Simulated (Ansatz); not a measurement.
# Quasi-harmonic thermodynamics of TePb (Fm-3m), part 2 of 2

Wanted: α(T), C_P(T) and B(T) of TePb in the quasi-harmonic approximation.

Ansatz 0.2.0; DFT RPBE, scalar-relativistic, plane waves, PAW.

So far. Step 2 (Probe on a coarse mesh): The start is under 3.7 GPa at this level and looks like an insulator or semiconductor on this mesh. Step 5 (Relaxing to small residual forces and stress): The residual pressure is -7.0e-4 GPa, small enough for phonons.

In doubt: the program warns that the response may not be converged on this k-mesh, which bears on the force constants and all frequencies.

### 6. A faulty attempt

This input was changed on purpose, to see how the program answers.

File input.yaml:

```yaml
crystal:
  lattice:
    - [0.0, 3.3275888524, 3.3275888524]
    - [3.3275888524, 0.0, 3.3275888524]
    - [3.3275888524, 3.3275888524, 0.0]
  atoms:
    - { symbol: Te, position: [0.5, 0.5, 0.5] }
    - { symbol: Pb, position: [0.0, 0.0, 0.0] }
kpoints:
  mp_grid: { grid: [8, 8, 8] }
hamiltonian:
  xc: rpbe
scf:
  occupations: { method: fixed }
  max_iter: 100
output:
  eigenvalues: true
phonons:
  method: dfpt
  qmesh: [4, 4, 4]
  amplitude: 0.01
  thermal_expansion: {}
```

Launch:

```console
> ansatz run input.yaml --threads 2 --pin off --max-ram 5120MiB --backend cpu --events-out ev --progress --plain --runs-dir out
```

Numbers of over 12 decimals in the logs are rounded to 6 here.

Log:

```text
Error: invalid value for `phonons.amplitude`: set with method: dfpt — a finite-displacement knob (the displacement step); dfpt computes the analytic response in the run's own cell, with no displaced geometries; remove amplitude or use method: fd, without the keys that are dfpt's alone (method's entry in the input reference names them)
```

It took 0.01 s on 2 threads of Arm Neoverse V1, shared host; peak memory 0.05 GiB.

The input was rejected at the start.

The program's message: “Error: invalid value for `phonons.amplitude`: set with method: dfpt — a finite-displacement knob (the displacement step); dfpt computes the analytic response in the run's own cell, with no displaced g …”

The fault put into the input: a displacement amplitude under linear response.

### 7. The quasi-harmonic study

The study relaxes the crystal at several strains, solves the phonons on some of them and minimises the free energy at each temperature (static energy, vibrations, the electrons in a metal, and PV under a set pressure); the q-mesh sets how far the force constants reach.

Edit input.yaml of step 6 so:

```diff
@@ -14,3 +14,2 @@
   occupations: { method: fixed }
-  max_iter: 100
 output:
@@ -19,4 +18,4 @@
   method: dfpt
-  qmesh: [4, 4, 4]
-  amplitude: 0.01
+  qmesh: [2, 2, 2]
+  temperatures: { t_max: 800.0, t_step: 50 }
   thermal_expansion: {}
```

Log:

```text
The last accepted step is kept in <dir> (removed where the run ends without a failure and the disk answers)
Engine: ansatz 0.2.0, aarch64-unknown-linux-gnu
Pseudopotentials: kind: paw
Pseudopotential: Te, paw, valence charge 16, recommended cutoff 420 eV (normal), Te.paw.azcp
Pseudopotential: Pb, paw, valence charge 14, recommended cutoff 420 eV (normal), Pb.paw.azcp
Functional definition: RPBE
  parameter kappa = 0.804
  parameter beta = 0.066725
  exchange = rpbe_x(kappa = kappa, mu = beta*pi^2/3)
  correlation = pbe_c(beta = beta)
Crystal: 2 atoms, lattice volume = 73.692 Å³
Basis set: ecut = 487.2 eV, 1807 PW (Γ), exchange–correlation on 72×72×72 points (8 copies of the dense FFT grid, shifted against one another)
Bands: 19, of which v1, the nominal top of the filled ones, is band 15 counted from 1 (14 counted from 0)
Symmetry: 48 space group operations
Space group: Fm-3m (ITA 225), of the structure as read, at distance tolerance 4.2e-5 Å
k-points: 29 of 512
Non-local potential: Te, projectors of the file, l = 0: 2, l = 1: 2, l = 2: 2, l = 3: 2
Non-local potential: Pb, projectors of the file, l = 0: 2, l = 1: 2, l = 2: 2, l = 3: 2
PAW form: soft (Blöchl's): semilocal exchange-correlation on the pseudo side does not see the compensation charge
PAW frozen core: Te, regenerated for the run's functional, and the local potential with it (the file was generated under x = pbe(κ = 0.804, μ = 0.219515), c = pbe(β = 0.066725))
PAW frozen core: Pb, regenerated for the run's functional, and the local potential with it (the file was generated under x = pbe(κ = 0.804, μ = 0.219515), c = pbe(β = 0.066725))
PAW one-centre angular grid: Te, 590 points (default); XC on 64 Gauss nodes
PAW one-centre angular grid: Pb, 590 points (default); XC on 64 Gauss nodes
Initial density: superposition of atomic densities (neutral atoms: chi_scale 0, normalization atom), corrected by the library's trained network
Initial wavefunctions: pseudopotential atomic-orbital guess
Functional: x = rpbe, c = pbe(β = 0.066725)
SCF iter   1: F=—  HF=-18911.354269 eV  |F-HF|=—  |Δ(HF+E_count)|=         —  Δρ=1.79e-3  dr2=2.23e-3  ethr=1.77e-3  ⟨swp⟩=5.0  Hψ=2314  notcnv=0  defer=42
preconditioner: auto → none  [insulator: Δε(μ)=0.969 eV  Ē_g=14.566 eV  n_scr=14 (ndim 8)  ℏωp=19.3 eV  f_vac=0.023  ε∞_Penn≈2.8]
SCF iter   2: F=—  HF=-18911.352087 eV  |F-HF|=—  |Δ(HF+E_count)|=   2.18e-3  Δρ=6.23e-4  dr2=1.73e-4  ethr=7.43e-6  ⟨swp⟩=2.7  Hψ=1321  notcnv=0  defer=51
SCF iter   3: F=—  HF=-18911.352201 eV  |F-HF|=—  |Δ(HF+E_count)|=   1.13e-4  Δρ=3.33e-4  dr2=5.04e-5  ethr=5.77e-7  ⟨swp⟩=2.0  Hψ=1007  notcnv=0  defer=49
[...]
SCF converged after 8 iterations
Free energy (F): -18911.352271 eV
Harris-Foulkes:  -18911.352271 eV  (|F-HF|=3.64e-12)
Internal energy: -18911.352271 eV  (E = F + TS)
E sigma→0 (E₀):  -18911.352271 eV
Fermi energy:    7.474881 eV
--- Per-component energies (eV) ---
  E_band       = -346.072995
  E_kinetic    = 465.901175
  E_local      = -2516.468340  (includes V_loc(G=0)·N_el)
  E_nonlocal   = 38.428600
  E_hartree    = 1306.224915
  E_xc         = -345.138554
  E_vxc        = -235.292385  (∫ρ·V_xc dr)
  E_paw        = -15090.230745  (= ΣΔE_a)
  E_vpaw       = -711.092038  (= ΣTr[D̂ρ^β])
  E_aug_tail   = -0.000017  (compensation charges beyond the density's cutoff)
  E_ewald      = -2770.108397
  E_core_change = 0.039091  (= ΣΔE_core)
  E_smearing   = -0.000000  (= −TS)
  E_closure    = 0.000000  (closes the sum)
  Σ components = -18911.352271   (vs F -18911.352271, Δ=0.00e0)
--- Forces (eV/Å), atoms counted from 1 ---
  atom   1  Te     0.00000000     0.00000000     0.00000000
  atom   2  Pb    -0.00000000     0.00000000     0.00000000
  max |Σ_I F_I| component: 9.89e-29 eV/Å
--- Stress (GPa, compression-positive) ---
       -0.001438       0.000000       0.000000
        0.000000      -0.001438       0.000000
        0.000000       0.000000      -0.001438
  P = ⅓ Tr σ = -0.0014 GPa (-0.014 kbar)
--- Band table (eV; the first three rows and the last of 29) ---
  k-point 0: bands = [... 11 lower, 1.7075, 6.4405, 6.4405, 6.4405, 11.4825, 11.4825, 11.4825, 13.5157]
  k-point 1: bands = [... 11 lower, 1.3816, 6.4763, 6.4763, 6.6052, 10.7878, 10.9637, 10.9637, 13.3977]
  k-point 2: bands = [... 11 lower, 0.6112, 6.5860, 6.5860, 6.9424, 9.6977, 10.0414, 10.0414, 13.6793]
  k-point 28: bands = [... 11 lower, -0.1919, 4.3009, 4.3009, 7.2411, 9.2748, 12.6763, 12.6763, 14.2229]
── thermal expansion: 3 new cells, 3 in all ──
thermal expansion: relaxation of cell 2
thermal expansion: relaxation of cell 3
── thermal expansion: 2 new cells, 5 in all ──
thermal expansion: relaxation of cell 4
thermal expansion: lower-state search of cell 4
thermal expansion: phonons of cell 4
WARN: thermal expansion: vibrations_at_or_below_zero in the phonons of 1 cell: 4
this run last wrote the structure of step 1 to <dir>
--- Relaxed structure (1 steps of the walk, 1 accepted, 0 SCFs on fresh bases) ---
  F+E_penalty+E_count = -18911.35227084 eV   max|allowed force component| = 5.995e-29 eV/Å
  atoms:
    - { symbol: Te, position: [0.500000, 0.500000, 0.500000] }
    - { symbol: Pb, position: [0.0, 0.0, 0.0] }
--- Thermal expansion: 5 cells in 2 rounds, 0 GPa ---
  no lower state was reached at cell 4
  not told: vibrations stand at or below zero in cell 4 (0.375 modes a cell, the lowest at -21.9 cm⁻¹): the crystal is at no minimum there, or its k-points are too few: type the crystal that it becomes, another pressure, or a denser kpoints.mp_grid, in a new run
  vibrations_at_or_below_zero in the phonons of 1 cell: 4
Error: vibrations stand at or below zero in cell 4 (0.375 modes a cell, the lowest at -21.9 cm⁻¹): the crystal is at no minimum there, or its k-points are too few: type the crystal that it becomes, another pressure, or a denser kpoints.mp_grid, in a new run
```

It took 3.7 min on 2 threads; peak memory 1.2 GiB.

The run ended with an error.

The program's message: “vibrations stand at or below zero in cell 4 (0.375 modes a cell, the lowest at -21.9 cm⁻¹): the crystal is at no minimum there, or its k-points are too few: type the crystal that it becomes, another p …”

### 8. Phonons of the refused cell

The study refused this cell, so its phonons are run alone to see which modes are imaginary.

input.yaml, the sections that differ from step 7:

```yaml
phonons:
  method: dfpt
  dielectric: true
  rigid_motions: translations
  qmesh: [2, 2, 2]
  temperatures: { t_max: 1000, t_step: 50 }
  qpath:
    path:
      - [[0.0, 0.0, 0.0], [0.5, 0.0, 0.5], [0.625, 0.25, 0.625]]
      - [[0.375, 0.375, 0.75], [0.0, 0.0, 0.0], [0.5, 0.5, 0.5], [0.5, 0.25, 0.75], [0.5, 0.0, 0.5]]
    npoints: 10
# crystal, kpoints, hamiltonian, scf, output: as in step 7
```

Log:

```text
[...]
Crystal: 2 atoms, lattice volume = 73.692 Å³
Basis set: ecut = 420 eV, 1459 PW (Γ), exchange–correlation on 64×64×64 points (8 copies of the dense FFT grid, shifted against one another)
Bands: 19, of which v1, the nominal top of the filled ones, is band 15 counted from 1 (14 counted from 0)
Symmetry: 48 space group operations
k-points: 59 of 512 (irreducible under 8 space group operations, time reversal used)
[...]
SCF iter   1: F=—  HF=-18911.352983 eV  |F-HF|=—  |Δ(HF+E_count)|=         —  Δρ=1.84e-3  dr2=2.30e-3  ethr=1.77e-3  ⟨swp⟩=5.0  Hψ=4703  notcnv=0  defer=90
[...]
SCF iter   8: F=-18911.351004 eV  HF=-18911.351004 eV  |F-HF|=0.00e0  |Δ(HF+E_count)|=  3.64e-10  Δρ=8.56e-8  dr2=7.36e-12  ethr=1.00e-12  ⟨swp⟩=8.1  Hψ=8267  notcnv=0
SCF 1 converged in 8 iterations: F = -18911.351004 eV  dr2 = 7.36e-12
[...]
DFPT response loops at Γ: preconditioner auto → none (the input reference at scf.mixing.eps_inf says where Resta's filter doesn't serve); β = 0.50; Broyden in place of MSR1
── the response to a field inside a basis, on 12×12×12 k-points: an SCF that follows is theirs, and a resumed run solves both again ──
Bands: 16, of which v1, the nominal top of the filled ones, is band 15 counted from 1 (14 counted from 0)
k-points: 182
[...]
Eigensolver: Dense (182 Hₖ)
SCF iter   1: F=—  HF=-18911.345716 eV  |F-HF|=—  |Δ(HF+E_count)|=         —  Δρ=7.33e-5  dr2=8.67e-7  ethr=1.00e-1
[...]
SCF iter   4: F=-18911.345719 eV  HF=-18911.345719 eV  |F-HF|=7.09e-9  |Δ(HF+E_count)|=   1.94e-8  Δρ=3.08e-6  dr2=2.78e-9  ethr=5.35e-10
SCF 1 converged in 4 iterations: F = -18911.345719 eV  dr2 = 2.78e-9
[...]
WARN: field response: ε∞ stands inside a basis, on 12×12×12 points; the force constants stand on the 8×8×8 k-mesh, whose period is 9.67 times the interband length at k = (0.0000, 0.0000, -0.5000), direct gap 0.965 eV, under 14: take them and everything formed from them as unconverged, and compare with a denser kpoints.mp_grid
NSCF: frozen V_eff on 29 k-points
[...]
DFPT response loops at q = (0, 0, -0.5) (fractional): preconditioner auto → Resta (q_TF=auto, 2.349 Å⁻¹)  ε∞=7.9 (no band partly filled); β = 1.00, the filter's whole step (`scf.mixing.beta` (0.50) is not read by the response loops at its default; to damp them type it under 1.00, their step now; it binds the ground state too); Broyden in place of MSR1
[...]
SCF converged after 8 iterations
Free energy (F): -18911.351004 eV
[...]
Internal energy: -18911.351004 eV  (E = F + TS)
E sigma→0 (E₀):  -18911.351004 eV
Fermi energy:    7.475031 eV
[...]
--- Band table (eV; the first three rows and the last of 59) ---
  k-point 0: bands = [... 11 lower, 1.7077, 6.4405, 6.4405, 6.4405, 11.4826, 11.4826, 11.4826, 13.5159]
  k-point 1: bands = [... 11 lower, 1.3819, 6.4763, 6.4763, 6.6052, 10.7879, 10.9638, 10.9638, 13.3979]
  k-point 2: bands = [... 11 lower, 0.6114, 6.5861, 6.5861, 6.9425, 9.6978, 10.0415, 10.0415, 13.6795]
  k-point 58: bands = [... 11 lower, -0.1917, 4.3010, 4.3010, 7.2411, 9.2749, 12.6764, 12.6764, 14.2231]
--- Phonons (Γ-DFPT): 2 representative perturbations + reference, on 59 of 512 k-points (Σ response iterations 7) ---
  k mesh reduced under 8 symmetry operations, with k and −k counted as one. Each operation leaves every solved perturbation unchanged. A smaller set is not considered because the run solves the response to a homogeneous field
  ASR residual: 8.127e-5 → 0.000e0 eV/Å²; symmetrization residual: 3.678e-8 eV/Å²
  ASR residual per site (eV/Å²): 8.13e-5 2.36e-5
  Γ frequencies (cm⁻¹): -21.77 -21.77 -21.77 0.00 0.00 0.00
  ε∞ (high-frequency dielectric tensor):
       23.915799     0.000000    -0.000000
        0.000000    23.915799    -0.000000
       -0.000000    -0.000000    23.915799
  softest optical mode at Γ: -21.77 cm⁻¹; the repairs (sum rule, projections) moved no ω² at Γ by more than (0.42 cm⁻¹)²
  Born effective charges Z* (e; rows j = field, columns β = displacement):
    site 0:
        -5.64948   -0.00000   -0.00000
         0.00000   -5.64948    0.00000
         0.00000    0.00000   -5.64948
    site 1:
         5.64948    0.00000    0.00000
        -0.00000    5.64948   -0.00000
        -0.00000   -0.00000    5.64948
  Z* charge neutrality: 4.225e-3 e pre-enforcement
  solved inside a basis spanned on kpoints, on 12×12×12 k-points transformed towards the longest dipole: ε∞ is read to err by 9.8e-2, Z* by 3.5e-2 e (field_mesh: kpoints solves on kpoints); Z* is corrected for what the basis lacks
  optical modes at Γ without the LO–TO term, one row a degenerate level:
      ω (cm⁻¹)  modes    IR ((D/Å)²/amu)
        -21.77      3            27.9734
  optical modes at Γ + LO–TO along q̂ = [1.0000, 0.0000, 0.0000]:
      ω (cm⁻¹)  modes    IR ((D/Å)²/amu)
        -21.77      2            18.6489
        103.97      1             9.3245
  optical modes at Γ + LO–TO along q̂ = [0.0000, 1.0000, 0.0000]:
      ω (cm⁻¹)  modes    IR ((D/Å)²/amu)
        -21.77      2            18.6489
        103.97      1             9.3245
  optical modes at Γ + LO–TO along q̂ = [0.0000, 0.0000, 1.0000]:
      ω (cm⁻¹)  modes    IR ((D/Å)²/amu)
        -21.77      2            18.6489
        103.97      1             9.3245
--- Phonons (arbitrary-q DFPT): 3 irreducible q on the 2×2×2 mesh ---
  q = [0.0000, 0.0000, 0.0000] (star 1, of the zone-centre solve; hermiticity 5.35e-7, symmetrization 2.19e-11): -21.77 -21.77 -21.77 -0.00 0.00 0.00
  q = [0.0000, 0.0000, -0.5000] (star 4, 2 solved perturbations on 150 of 512 k-point pairs; hermiticity 6.00e-8, symmetrization 3.00e-8): 47.56 47.56 83.45 84.45 84.45 97.56
  q = [0.0000, -0.5000, -0.5000] (star 3, 4 solved perturbations in 308 linear systems a pass and spin channel, the states on 95 of 512 k-point pairs; hermiticity 1.17e-5, symmetrization 9.39e-9): 17.03 17.03 23.72 48.88 48.88 60.98
  sum rule: each row above includes the acoustic sum rule's correction from the zone centre's row sums; it moved no ω² by more than (0.42 cm⁻¹)²
  mesh force constants: q→R imaginary residual 3.54e-18; ASR residual 8.127e-5 → 0.000e0 eV/Å²; symmetrization residual 2.665e-15 eV/Å²
  interpolated dispersion: 63 rows × 6 modes
  density of states and harmonic sums: on the 16×16×16 q-mesh, interpolated from the force constants of a 2×2×2 supercell (with the dipole–dipole term)
  largest difference from the sums on the solved wave vectors: F 1.34e-1 eV, S 1.97e-4 and C_V 6.36e-5 eV/K
  zero-point energy: 0.021423 eV/cell   skipped modes (ω ≤ 0): 11, of them read as no rigid motion or as one in doubt: 8 (1.050e-2 modes/cell left out, lowest -21.77 cm⁻¹)   left out of the sums: 1.87e-3 of the cell's modes: C_V's classical limit lies that fraction below 3 k_B per atom; for a crystal, a wire or a layer, F and S can be off by more, and a phonons.interpolated_qmesh denser along its periods is the remedy for the sampling
```

The job ended after 2.2 min (2 threads; peak memory 1 GiB).

Numbers from this step:

- Γ frequencies: -21.77, -21.77, -21.77, 0, 0, 0 cm⁻¹ (negative: imaginary)
- lowest frequency on the path: -21.77 cm⁻¹
- point group: m-3m
- highest frequency: 104 cm⁻¹

ε∞:

```
23.92  0.00  0.00
 0.00 23.92  0.00
 0.00  0.00 23.92
```

Born charge (rows field, columns displacement) (e), principal values of the symmetric part by kind of site:

```csv
atom,atoms with these values,low,middle,high,mean
Te1,1,-5.65,-5.65,-5.65,-5.65
Pb2,1,5.65,5.65,5.65,5.65
```

In full for Te1:

```
-5.65  0.00  0.00
 0.00 -5.65  0.00
 0.00  0.00 -5.65
```

LO-TO term included. Phonon branches along the path, in cm⁻¹:

```csv
point,branch 1,branch 2,branch 3,branch 4,branch 5,branch 6
Γ,-22,-22,0,0,0,104
halfway,34,34,46,53,53,91
X,17,17,24,49,49,61
halfway,21,29,29,54,55,64
U,27,38,47,65,68,70
jump to K,27,38,47,65,68,70
halfway,29,43,58,64,66,99
Γ,-22,-22,0,0,0,104
halfway,32,32,54,59,59,103
L,48,48,84,84,84,98
halfway,38,43,67,76,78,84
W,37,37,40,67,68,68
halfway,28,31,32,58,58,66
X,17,17,24,49,49,61
```

The phonon branches as a text plot (rows in cm⁻¹):

```
    101 |****                   ****************
     96 |    **                *                ****
     91 |      *             **                     **
     86 |       *           *                   ****  *
     80 |                                      ** **** *
     75 |        *         ****               **    * ***
     70 |         **     ***   *             **      ** *****
     65 |           *  ****  ****            *           ******
     59 |            ** *   *   *           *          *     * **
     54 |      *****   *   *     *          *           *     *
     49 |    **     ***   * **** *         *    ****           **
     44 |    *****       * *    * **       *  **   ****  *
     38 |   *           ***      ***      *  *       ********
     33 |   ***** **    *  *****          * *          ***  **
     28 |  *     *  *  * **     * ***                         **
     23 |   *     ** ****        *       * *                   **
     18 |           ***           ***     *                    **
     12 | **                         *  *
      7 |
      2 |*                            **
     -3 |
     -9 |                           *    *
    -14 |                            *
    -19 |**                          ****
         Γ           X  U|K            Γ         L        W     X
```

Tetrahedra on 16 16 16, mean over bins of 1 cm⁻¹. Phonon density of states against wavenumber; read off at these points:

```csv
wavenumber (cm⁻¹),phonon density of states (1/cm⁻¹/cell)
-20.0,1.2e-4
-15.0,6.1e-4
-10.0,4.6e-4
-5.0,5.9e-4
0.0,7.6e-4
5.0,0.001
10.0,0.00173
15.0,0.00391
20.0,0.0110
25.0,0.0296
30.0,0.0806
32.5,0.164
35.0,0.108
40.0,0.104
45.0,0.112
50.0,0.0404
55.0,0.0642
60.0,0.0836
65.0,0.0998
70.0,0.134
73.5,0.138
75.0,0.122
80.0,0.0645
85.0,0.0260
90.0,0.0282
95.0,0.0320
100.0,0.0294
```

No LO-TO term. The modes at Γ (shares of kinetic energy by element, %) (negative means imaginary):

```csv
mode,frequency (cm⁻¹),symmetry,Te %,Pb %
1,-21.8,T1u,62,38
2,-21.8,T1u,62,38
3,-21.8,T1u,62,38
4,0.0,T1u,38,62
5,0.0,T1u,38,62
6,0.0,T1u,38,62
```

Displacements in mode 3 (-21.8 cm⁻¹), the largest set to 1:
```
Te1  1.00  0.19  0.06
Pb2 -0.62 -0.12 -0.04
```

Phonopy on the run's constants, 15x15x15 mesh, Gaussian sigma 2.0 cm⁻¹. The modes by wavenumber; read off at these points; values in 1/cm⁻¹/cell:

```csv
wavenumber (cm⁻¹),Pb,Te
-30.0,0,0
-25.0,2.2e-5,2.7e-5
-20.0,1.7e-4,1.6e-4
-15.0,6.5e-4,4.0e-4
-10.0,8.1e-4,2.7e-4
-5.0,2.8e-5,1.0e-5
0.0,1.1e-4,6.9e-5
5.0,2.9e-5,1.0e-5
10.0,0.00231,3.8e-4
15.0,0.00488,0.00146
20.0,0.00946,5.2e-4
25.0,0.0316,0.00225
30.0,0.0847,0.00455
33.8,0.121,0.00334
35.0,0.111,0.00322
40.0,0.0997,0.00790
45.0,0.0872,0.00899
50.0,0.0304,0.0182
55.0,0.0266,0.0362
60.0,0.0282,0.0545
65.0,0.0262,0.0772
70.0,0.0160,0.111
72.2,0.0149,0.117
75.0,0.0105,0.103
80.0,0.00670,0.0596
85.0,0.00296,0.0305
90.0,0.00347,0.0247
95.0,0.00553,0.0257
100.0,0.00802,0.0215
105.0,0.00299,0.00580
110.0,1.6e-5,2.8e-5
115.0,0,0
```

The lowest solved frequency is -21.8 cm⁻¹, so the cell is unstable here and gives no valid free energy.

### 9. Summary of results

```json
{
  "lowest frequency at the solved wavevectors": "-21.8 cm⁻¹"
}
```

In words: With imaginary harmonic modes at the relaxed cell the quasi-harmonic free energy is undefined, so no expansion is obtained for this phase at this level. The softest solved mode is 22i cm⁻¹ at q = (0, 0, 0), and 1 of 3 solved wavevectors carry a mode beyond 8i cm⁻¹. The starting cell comes from a crystallographic database, so the instability may belong to the level of theory or to the 0 K harmonic picture and not to the crystal; this functional changes the volume by +9 % against that cell. The log warns that the k-mesh is coarse for the response calculation and asks for a check on a denser one. The PAW files were made for PBE and are used here under another functional, for which the program regenerates the frozen cores. The cell of these runs is 9 % larger in volume than the database cell; frequencies and all that rests on them shift with it.

[Logs are printed without paths, hosts, clocks, repeated set-up lines and the standing remarks that a program may print on its own settings, such as how far it seeks lower states.]

[Hosts, paths, dates, database ids (printed as entryN), source tags and the programs' standing remarks are cut or masked in the printed files.]

[A step with changed settings may run another functional than the one named; its input shows which.]
